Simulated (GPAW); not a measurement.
# SnSe (Fm-3m): the Sn K absorption edge, part 2 of 3

How does the Sn K edge of SnSe (Fm-3m) move when the bonds are compressed or stretched?

GPAW 26.7.0; X-ray absorption from dipole matrix elements to empty bands, plane-wave PAW LDA.

So far. Step 2 (Ground state of the crystal): The mesh shows a gap of 0.73 eV, so the hole is first treated in a charged cell, without the excited electron.

**4. Spectrum with FCH, Sn atom 1**

The holes are 6.0 Å apart. In GPAW the data set carries the hole's charge, so charge=0 means a charged cell and charge=-1 a neutral one. The excited electron is left out and a uniform background balances the charge. After the field has converged, empty bands are computed with the density fixed and the dipole matrix elements are summed.

The absorber has 6 Se at 3.01 Å (octahedral, site symmetry m-3m).

The input, xas.py:

```python
import numpy as np
from ase import Atoms
from ase.parallel import parprint, paropen
from gpaw import GPAW, PW, FermiDirac, Mixer, MixerDif, setup_paths
from gpaw.test import gen
setup_paths.insert(0, '.')
gen('Sn', name='fch1s', xcname='LDA', corehole=(1, 0, 1), write_xml=True)
from gpaw.mpi import world
world.barrier()

atoms = Atoms('Sn4Se4',
    cell=[[0, -6.02, 0],
     [-6.02, 0, 0],
     [0, 0, -6.02]],
    scaled_positions=[[0, 0, 0],
     [0.5, 0, 0.5],
     [0, 0.5, 0.5],
     [0.5, 0.5, 0],
     [0.5, 0.5, 0.5],
     [0, 0.5, 0],
     [0.5, 0, 0],
     [0, 0, 0.5]],
    pbc=True)
atoms.calc = calc = GPAW(legacy_gpaw=True, mode=PW(430, force_complex_dtype=True), xc='LDA', setups={0: 'fch1s'},
    kpts={'size': (3, 3, 3), 'gamma': True}, occupations=FermiDirac(0.02),
    charge=0, mixer=Mixer(0.1, 5, 50), maxiter=150,
    convergence={'density': 0.0001, 'eigenstates': 1e-6}, txt='scf.txt')
energy = atoms.get_potential_energy() + calc.get_reference_energy()
ef = calc.get_fermi_level()
out = dict(energy=energy, fermi=ef, forces=atoms.get_forces().tolist())
parprint(f'all-electron energy {energy:.4f} eV, Fermi level {ef:.4f} eV')
ev = np.array([[calc.get_eigenvalues(k, s) for k in range(len(calc.get_ibz_k_points()))] for s in range(calc.get_number_of_spins())])
out['homo'], out['lumo'], out['counts'] = ev[ev < ef].max(), ev[ev > ef].min(), sorted(set((ev < ef).sum((0, 2)).tolist()))
out['filled'] = (ev[:, 0] < ef).sum(1).tolist()

from ase.units import Ha
from gpaw.xas import dipole_matrix_elements
nb = int(calc.get_number_of_electrons() / 2) + 132
top, nb = nb, nb + 8 + nb // 12
nscf = calc.fixed_density(kpts={'size': (4, 4, 4), 'gamma': True}, nbands=nb,
    convergence={'bands': top, 'eigenstates': 5e-3}, maxiter=60, txt='nscf.txt')
cell = atoms.cell.array
ops = [cell.T @ U.T @ np.linalg.inv(cell.T) for U in nscf.wfs.kd.symmetry.op_scc]
filled = [40]  # bands filled in the ground state, by spin
E = np.arange(-6, 34, 0.1)
fwhm = np.interp(E, [4, 25], [8.49, 8.49])
Y, X, zero, highest = 0, 0, 1e9, 1e9
for spin in range(nscf.get_number_of_spins()):
    wfs = nscf.wfs
    mine = wfs.bd.get_slice()  # this rank's bands
    A = dipole_matrix_elements(wfs.setups[0])
    eps = np.zeros((wfs.kd.nibzkpts, nb))
    d = np.zeros((3, A.shape[1], wfs.kd.nibzkpts, nb), complex)
    for kpt in wfs.kpt_u:
        if kpt.s == spin and 0 in kpt.P_ani:
            eps[kpt.k, mine] = kpt.eps_n * Ha
            d[:, :, kpt.k, mine] = (kpt.weight * wfs.nspins / 2) ** 0.5 * np.inner(A, kpt.P_ani[0])
    world.sum(eps)
    world.sum(d)
    T = np.einsum('amkn,bmkn->abkn', d, d.conj()).real
    T = sum(np.einsum('ai,ijkn,bj->abkn', R, T, R) for R in ops) / len(ops)
    empty = np.ones_like(eps, bool) & (np.arange(nb) >= filled[spin])
    zero, highest = min(zero, eps[empty].min()), min(highest, eps[:, top - 1].min())
    lines = [(eps, T, empty)] if spin == 0 else lines + [(eps, T, empty)]
for eps, T, empty in lines:
    f = np.einsum('aakn->akn', T).reshape(3, -1)
    x = eps.ravel() - zero
    w = np.interp(x, E, fwhm) / 2.35482
    g = np.exp(-0.5 * ((E[:, None] - x) / w) ** 2) / (w * (2 * np.pi) ** 0.5)
    Y = Y + (f * empty.ravel()) @ g.T
    X = X + (f * ~empty.ravel()) @ g.T
out.update(E=E.round(2).tolist(), xas=Y.tolist(), xes=X.tolist(), zero=zero, valid=highest - zero, nk=len(eps), nb=nb)
for i in range(0, len(E), 10):
    parprint(f'{E[i]:7.2f}', *(f'{v:10.3e}' for v in Y[:, i]))
import json
with paropen('out.json', 'w') as f:
    json.dump(out, f)
```

Started as:

```console
> OMP_NUM_THREADS=1 mpirun -n 4 gpaw python xas.py
```

Numbers of over 12 decimals in the logs are rounded to 6 here.

What it wrote:

```text
Input parameters:
  convergence: {density: 0.0001,
                eigenstates: 1e-06}
  kpts: {gamma: True,
         size: (3, 3, 3)}
  maxiter: 150
  mixer: {backend: pulay,
          beta: 0.1,
          method: separate,
          nmaxold: 5,
          weight: 50}
  mode: {ecut: 430.0,
         force_complex_dtype: True,
         name: pw}
  occupations: {fixmagmom: False,
                name: fermi-dirac,
                width: 0.02}
  setups: {0: fch1s}

Initialize ...

[... PAW data sets ...]

Reference energy: -906266.524084  # eV

Spin-paired calculation

[... convergence settings ...]
Symmetries present (total): 48
  [... symmetry matrices ...]

27 k-points: 3 x 3 x 3 Monkhorst-Pack grid
4 k-points in the irreducible part of the Brillouin zone
       k-points in crystal coordinates                weights
   0:     0.00000000    0.00000000    0.00000000          1/27
   1:     0.33333333    0.00000000    0.00000000          6/27
   2:     0.33333333    0.33333333    0.00000000         12/27
   3:     0.33333333    0.33333333    0.33333333          8/27

Wave functions: Plane wave expansion
  Cutoff energy: 430.000 eV
  Number of coefficients (min, max): 4385, 4438
  Pulay-stress correction: 0.000000 eV/Ang^3 (de/decut=0.000000)
  Using FFTW library
  Wavefunction extrapolation:
    Improved wavefunction reuse through dual PAW basis

Occupation numbers: Fermi-Dirac:
  width: 0.0200  # eV

Eigensolver
   Davidson(niter=2)

Densities:
  Coarse grid: 30*30*30 grid
  Fine grid: 60*60*60 grid
  Total Charge: 1.000000

Density mixing:
  Method: separate
  Backend: pulay
  Linear mixing parameter: 0.1
  old densities: 5
  Width of damping distribution: 1.1
  Damping of long wavelength oscillations: 50

[... Hamiltonian set-up ...]
Number of atoms: 8
Number of atomic orbitals: 52
Number of bands in calculation: 52
Number of valence electrons: 80
Bands to converge: occupied

... initialized

Initializing position-dependent things.

Density initialized from atomic densities
Creating initial wave functions:
  52 bands from LCAO basis set

         Se     Sn
       Sn     Se

         Sn     Se
       Se     Sn

Atomic positions and initial magnetic moments

Positions:
   0 Sn     0.000000    0.000000    0.000000    ( 0.0000,  0.0000,  0.0000)
   1 Sn     0.000000   -3.010000   -3.010000    ( 0.0000,  0.0000,  0.0000)
   2 Sn    -3.010000    0.000000   -3.010000    ( 0.0000,  0.0000,  0.0000)
   3 Sn    -3.010000   -3.010000    0.000000    ( 0.0000,  0.0000,  0.0000)
   4 Se    -3.010000   -3.010000   -3.010000    ( 0.0000,  0.0000,  0.0000)
   5 Se    -3.010000    0.000000    0.000000    ( 0.0000,  0.0000,  0.0000)
   6 Se     0.000000   -3.010000    0.000000    ( 0.0000,  0.0000,  0.0000)
   7 Se     0.000000    0.000000   -3.010000    ( 0.0000,  0.0000,  0.0000)

Unit cell:
           periodic     x           y           z      points  spacing
  1. axis:    yes    0.000000   -6.020000    0.000000    30     0.2007
  2. axis:    yes   -6.020000    0.000000    0.000000    30     0.2007
  3. axis:    yes    0.000000    0.000000   -6.020000    30     0.2007

  Lengths:   6.020000   6.020000   6.020000
  Angles:   90.000000  90.000000  90.000000

Effective grid spacing dv^(1/3) = 0.2007

iter:   1   -53.756232
iter:   2   -53.187902   -1.62  -1.26
iter:   3   -52.984422   -2.66  -1.43
iter:   4   -52.737947   -2.37  -1.52
iter:   5   -52.711276   -3.17  -1.84
iter:   6   -52.706548c  -3.81  -2.30
iter:   7   -52.704706c  -4.51  -2.70
iter:   8   -52.704598c  -5.07  -3.16
iter:   9   -52.704474c  -5.37  -3.22
iter:  10   -52.704469c  -5.90  -3.60
iter:  11   -52.704469c  -6.59c -3.81
iter:  12   -52.704468c  -6.70c -3.90
iter:  13   -52.704468c  -7.52c -4.15c

Converged after 13 iterations.

Dipole moment: (0.000000, 0.000000, 0.000000) |e|*Ang

Energy contributions relative to reference atoms: (reference = -906266.524084)

Kinetic:         -5.755833
Potential:      -17.888714
External:        +0.000000
XC:             -29.204217
Entropy (-ST):   -0.000000
Local:           +0.144297
SIC:             +0.000000
--------------------------
Free energy:    -52.704468
Extrapolated:   -52.704468

Showing only first 2 kpts
 Kpt  Band  Eigenvalues  Occupancy
  0    38      3.63030    2.00000
  0    39      3.63030    2.00000
  0    40      8.83161    0.00000
  0    41      8.83161    0.00000

  1    38      4.05550    2.00000
  1    39      4.90027    2.00000
  1    40      6.34310    0.00000
[...]
Fermi level: 5.69788

Gap: 0.729 eV
Transition (v -> c):
  (s=0, k=2, n=39, [0.33, 0.33, 0.00]) -> (s=0, k=3, n=40, [0.33, 0.33, 0.33])
Direct/indirect transitions are different
Direct gap: 0.819 eV
Transition at: (s=0, k=2, n=39, [0.33, 0.33, 0.00])

Forces in eV/Ang:
  0 Sn   -0.00000   -0.00000   -0.00000
  1 Sn    0.00000    0.00000    0.00000
  2 Sn    0.00000    0.00000    0.00000
  3 Sn    0.00000    0.00000    0.00000
  4 Se   -0.00000    0.00000    0.00000
  5 Se    0.00000    0.00000    0.00000
  6 Se    0.00000    0.00000   -0.00000
  7 Se    0.00000    0.00000    0.00000
Scalar-relativistic atomic LDA calculation for Sn (Tin, Z=50)
Core hole in 1s state (1s occupation: 1.0)
750 radial gridpoints.
|------------------------------------------------|
|------------------------------------------------|
[... the atom generator's iteration count ...]

Energy contributions:
-------------------------
Kinetic:    +5276.056261
XC:          -143.890541
Potential: -10225.661103
-------------------------
Total:      -5093.495383

state      eigenvalue         ekin         rmax
-----------------------------------------------
1s^1.0 : -1088.196241  1367.904766        0.019
2s^2.0 :  -167.334963   290.036643        0.105
2p^6.0 :  -152.111082   277.465433        0.083
3s^2.0 :   -33.069662    83.401320        0.303
3p^6.0 :   -27.833859    78.099019        0.294
3d^10.0:   -19.332510    71.560928        0.244
4s^2.0 :    -5.688765    22.953194        0.727
4p^6.0 :    -4.044466    19.741147        0.763
4d^10.0:    -1.556882    13.630167        0.846
5s^2.0 :    -0.761474     3.525616        1.879
5p^2.0 :    -0.450294     2.286700        2.241
-----------------------------------------------
(units: Bohr and Hartree)

Generating PAW setup
Kinetic energy of the core from tauc = 5260.686108730145
Cutoffs:
rc(s)=2.270
rc(p)=2.400
rc(d)=2.240
rc(vbar)=2.250
rc(comp)=2.260
rc(nct)=2.400

Kinetic energy of the core states: 5128.129960
Charge: 1.0
Core electrons: 35.0
Valence electrons: 14.0
Pseudo-core charge: 0.221958
Shape function alpha=1.958
Pseudo-electron charge 6.372038
state    eigenvalue         norm
--------------------------------
5s(2) :    -0.761474     1.228420
*s    :     0.238526
5p(2) :    -0.450294     1.048618
*p    :     0.549706
4d(10):    -1.556882     0.159600
*d    :    -0.556882
--------------------------------

Diagonalizing with gridspacing h=0.050

state   all-electron     PAW
-------------------------------
5s:      -0.761474    -0.762236
5p:      -0.450294    -0.451667
4d:      -1.556882    -1.557625
*f:                   -0.025424
-------------------------------
all-electron energy -906319.2286 eV, Fermi level 5.6979 eV
[...]
31.00  1.435e-08  1.435e-08  1.435e-08
  32.00  1.411e-08  1.411e-08  1.411e-08
  33.00  1.391e-08  1.391e-08  1.391e-08
```

Wall time 81 s (4 MPI ranks of Arm Neoverse N1, shared host); peak memory 0.29 GiB.

The Sn K spectrum, Sn atom 1, full core hole (charged cell) (energy from the lowest empty level; intensity scaled to a mean of 1 over the first 20 eV):

```tsv
E (eV)	intensity
-2.0	0.75
-1.5	0.86
-1.0	0.97
-0.5	1.08
0.0	1.17
0.5	1.25
1.0	1.32
1.5	1.37
2.0	1.40
2.5	1.42
3.0	1.41
3.5	1.38
4.0	1.34
4.5	1.29
5.0	1.23
5.5	1.16
6.0	1.10
6.5	1.04
7.0	0.98
7.5	0.93
8.0	0.89
8.5	0.86
9.0	0.83
9.5	0.82
10.0	0.81
10.5	0.81
11.0	0.81
11.5	0.81
12.0	0.82
12.5	0.83
13.0	0.83
13.5	0.84
14.0	0.85
14.5	0.85
15.0	0.85
15.5	0.86
16.0	0.86
16.5	0.86
17.0	0.86
17.5	0.87
18.0	0.87
18.5	0.88
19.0	0.88
19.5	0.89
20.0	0.90
20.5	0.92
21.0	0.93
21.5	0.95
22.0	0.96
22.5	0.98
23.0	0.99
23.5	1.01
24.0	1.01
24.5	1.02
25.0	1.02
25.5	1.02
26.0	1.01
26.5	1.00
27.0	0.98
27.5	0.97
28.0	0.95
28.5	0.93
29.0	0.92
29.5	0.90
30.0	0.89
30.5	0.88
31.0	0.87
31.5	0.86
32.0	0.85
```

Main maxima below 28 eV (height): 2.6 eV (1.42) and 24.8 eV (1.02). A K edge sees empty p states on the absorber.

The energy difference (zero at 29256 eV) isn't read as a photon energy: for so heavy an absorber the terms left out (the hole's spin, the functional's error) amount to tens of eV or more.

**5. Supercell without a hole, the energy reference**

The cell changes for the next run, so it gets a reference energy of its own.

The cell differs from the one that the last finished run ended in (a 6.020 → 5.897 Å, b 6.020 → 5.897 Å, c 6.020 → 5.897 Å).

The input, scf.py:

```python
import numpy as np
from ase import Atoms
from ase.parallel import parprint, paropen
from gpaw import GPAW, PW, FermiDirac, Mixer, MixerDif, setup_paths
from gpaw.test import gen
setup_paths.insert(0, '.')
gen('Sn', name='nch1s', xcname='LDA', corehole=(1, 0, 0), write_xml=True)
from gpaw.mpi import world
world.barrier()

atoms = Atoms('Sn4Se4',
    cell=[[0, -5.89710837, 0],
     [-5.89710837, 0, 0],
     [0, 0, -5.89710837]],
    scaled_positions=[[0, 0, 0],
     [0.5, 0, 0.5],
     [0, 0.5, 0.5],
     [0.5, 0.5, 0],
     [0.5, 0.5, 0.5],
     [0, 0.5, 0],
     [0.5, 0, 0],
     [0, 0, 0.5]],
    pbc=True)
atoms.calc = calc = GPAW(legacy_gpaw=True, mode=PW(430, force_complex_dtype=True), xc='LDA', setups={0: 'nch1s'},
    kpts={'size': (3, 3, 3), 'gamma': True}, occupations=FermiDirac(0.02),
    charge=0, mixer=Mixer(0.1, 5, 50), maxiter=150,
    convergence={'density': 0.0001, 'eigenstates': 1e-6}, txt='scf.txt')
energy = atoms.get_potential_energy() + calc.get_reference_energy()
ef = calc.get_fermi_level()
out = dict(energy=energy, fermi=ef, forces=atoms.get_forces().tolist())
parprint(f'all-electron energy {energy:.4f} eV, Fermi level {ef:.4f} eV')
ev = np.array([[calc.get_eigenvalues(k, s) for k in range(len(calc.get_ibz_k_points()))] for s in range(calc.get_number_of_spins())])
out['homo'], out['lumo'], out['counts'] = ev[ev < ef].max(), ev[ev > ef].min(), sorted(set((ev < ef).sum((0, 2)).tolist()))
out['filled'] = (ev[:, 0] < ef).sum(1).tolist()
import json
with paropen('out.json', 'w') as f:
    json.dump(out, f)
```

Started as:

```console
> OMP_NUM_THREADS=1 mpirun -n 4 gpaw python scf.py
```

What it wrote:

```text
Input parameters:
  convergence: {density: 0.0001,
                eigenstates: 1e-06}
  kpts: {gamma: True,
         size: (3, 3, 3)}
  maxiter: 150
  mixer: {backend: pulay,
          beta: 0.1,
          method: separate,
          nmaxold: 5,
          weight: 50}
  mode: {ecut: 430.0,
         force_complex_dtype: True,
         name: pw}
  occupations: {fixmagmom: False,
                name: fermi-dirac,
[...]
*s    :     0.603157
5p(2) :    -0.142200     1.024228
*p    :     0.857800
4d(10):    -0.952163     0.215312
*d    :     0.047837
--------------------------------

Diagonalizing with gridspacing h=0.050

state   all-electron     PAW
-------------------------------
5s:      -0.396843    -0.397377
5p:      -0.142200    -0.142842
4d:      -0.952163    -0.953074
*f:                    0.066259
-------------------------------
all-electron energy -935570.2736 eV, Fermi level 6.8118 eV
[key lines of the parts left out:]
Converged after 10 iterations.
Dipole moment: (0.000000, 0.000000, 0.000000) |e|*Ang
Free energy:    -39.231825
Fermi level: 6.81180
```

Elapsed: 12 s, on 4 MPI ranks; peak memory 0.22 GiB; 48 s of CPU time.

Reference energy: -935570.274 eV with the cores included.

**6. Spectrum with FCH, Sn atom 1**

Shorter bonds are expected to push antibonding states and scattering resonances up, and longer ones down; the cell is scaled to test that.

Changed against the first core-hole run: volume scale from 1 to 0.94.

xas.py, as its differences from that of step 4:

```diff
@@ -11,5 +11,5 @@
 atoms = Atoms('Sn4Se4',
-    cell=[[0, -6.02, 0],
-     [-6.02, 0, 0],
-     [0, 0, -6.02]],
+    cell=[[0, -5.89710837, 0],
+     [-5.89710837, 0, 0],
+     [0, 0, -5.89710837]],
     scaled_positions=[[0, 0, 0],
@@ -37,3 +37,3 @@
 from gpaw.xas import dipole_matrix_elements
-nb = int(calc.get_number_of_electrons() / 2) + 132
+nb = int(calc.get_number_of_electrons() / 2) + 125
 top, nb = nb, nb + 8 + nb // 12
```

Started as:

```console
> OMP_NUM_THREADS=1 mpirun -n 4 gpaw python xas.py
```

What it wrote:

```text
Input parameters:
  convergence: {density: 0.0001,
                eigenstates: 1e-06}
  kpts: {gamma: True,
         size: (3, 3, 3)}
  maxiter: 150
  mixer: {backend: pulay,
          beta: 0.1,
          method: separate,
          nmaxold: 5,
          weight: 50}
  mode: {ecut: 430.0,
         force_complex_dtype: True,
         name: pw}
  occupations: {fixmagmom: False,
                name: fermi-dirac,
[...]
*d    :    -0.556882
--------------------------------

Diagonalizing with gridspacing h=0.050

state   all-electron     PAW
-------------------------------
5s:      -0.761474    -0.762236
5p:      -0.450294    -0.451667
4d:      -1.556882    -1.557625
*f:                   -0.025424
-------------------------------
all-electron energy -906320.1946 eV, Fermi level 6.5084 eV
[...]
32.00  1.400e-08  1.400e-08  1.400e-08
  33.00  1.354e-08  1.354e-08  1.354e-08
[key lines of the parts left out:]
Converged after 12 iterations.
Dipole moment: (0.000000, 0.000000, 0.000000) |e|*Ang
Free energy:    -53.670479
Fermi level: 6.50839
```

It took 74 s on 4 MPI ranks; peak memory 0.28 GiB.

```tsv
E (eV)	first run	this run
-2.0	0.75	0.72
-1.0	0.97	0.94
0.0	1.17	1.14
1.0	1.32	1.30
2.0	1.40	1.39
3.0	1.41	1.41
4.0	1.34	1.35
5.0	1.23	1.25
6.0	1.10	1.13
7.0	0.98	1.01
8.0	0.89	0.91
9.0	0.83	0.85
10.0	0.81	0.82
11.0	0.81	0.81
12.0	0.82	0.82
13.0	0.83	0.83
14.0	0.85	0.84
15.0	0.85	0.85
16.0	0.86	0.85
17.0	0.86	0.85
18.0	0.87	0.85
19.0	0.88	0.86
20.0	0.90	0.87
21.0	0.93	0.89
22.0	0.96	0.93
23.0	0.99	0.96
24.0	1.01	0.99
25.0	1.02	1.01
26.0	1.01	1.02
27.0	0.98	1.01
28.0	0.95	0.98
29.0	0.92	0.95
30.0	0.89	0.91
31.0	0.87	0.87
32.0	0.85	0.84
```

The scaled spectrum changes by 2 % r.m.s. The highest intensity below 24 eV goes from 2.6 eV (1.42) to 2.8 eV (1.41).

The photon energy of the zero moves by +0.03 eV.

**7. Reference energy of the supercell**

The cell changes for the next run, so it gets a reference energy of its own.

The cell differs from the one that the last finished run ended in (a 5.897 → 5.959 Å, b 5.897 → 5.959 Å, c 5.897 → 5.959 Å).

scf.py, as its differences from that of step 5:

```diff
@@ -11,5 +11,5 @@
 atoms = Atoms('Sn4Se4',
-    cell=[[0, -5.89710837, 0],
-     [-5.89710837, 0, 0],
-     [0, 0, -5.89710837]],
+    cell=[[0, -5.95918776, 0],
+     [-5.95918776, 0, 0],
+     [0, 0, -5.95918776]],
     scaled_positions=[[0, 0, 0],
```

Started as:

```console
> OMP_NUM_THREADS=1 mpirun -n 4 gpaw python scf.py
```

What it wrote:

```text
Input parameters:
  convergence: {density: 0.0001,
                eigenstates: 1e-06}
  kpts: {gamma: True,
         size: (3, 3, 3)}
  maxiter: 150
  mixer: {backend: pulay,
          beta: 0.1,
          method: separate,
          nmaxold: 5,
          weight: 50}
  mode: {ecut: 430.0,
         force_complex_dtype: True,
         name: pw}
  occupations: {fixmagmom: False,
                name: fermi-dirac,
[...]
*s    :     0.603157
5p(2) :    -0.142200     1.024228
*p    :     0.857800
4d(10):    -0.952163     0.215312
*d    :     0.047837
--------------------------------

Diagonalizing with gridspacing h=0.050

state   all-electron     PAW
-------------------------------
5s:      -0.396843    -0.397377
5p:      -0.142200    -0.142842
4d:      -0.952163    -0.953074
*f:                    0.066259
-------------------------------
all-electron energy -935570.2077 eV, Fermi level 6.3989 eV
[key lines of the parts left out:]
Converged after 10 iterations.
Dipole moment: (0.000000, 0.000000, 0.000000) |e|*Ang
Free energy:    -39.165915
Fermi level: 6.39888
```

The job ended after 12 s (4 MPI ranks; peak memory 0.23 GiB).

Reference energy: -935570.208 eV with the cores included.

(Part 2 of 3 ends here.)

[Banner, clock and machine lines of the logs are left out without a mark of their own.]

[Logs are printed without paths, hosts, clocks, repeated set-up lines and the standing remarks that a program may print on its own settings, such as how far it seeks lower states.]

[Hosts, paths, dates, database ids (printed as entryN), source tags and the programs' standing remarks are cut or masked in the printed files.]

[Lists of maxima count a maximum above −3 eV only where it reaches 4 % of the highest in the window and stands out from its surroundings by 2 % of it (1.5 % where it reaches 55 %); shoulders and weaker maxima are passed over, and of the rest the first, up to two pre-edge ones and the few strongest are named.]
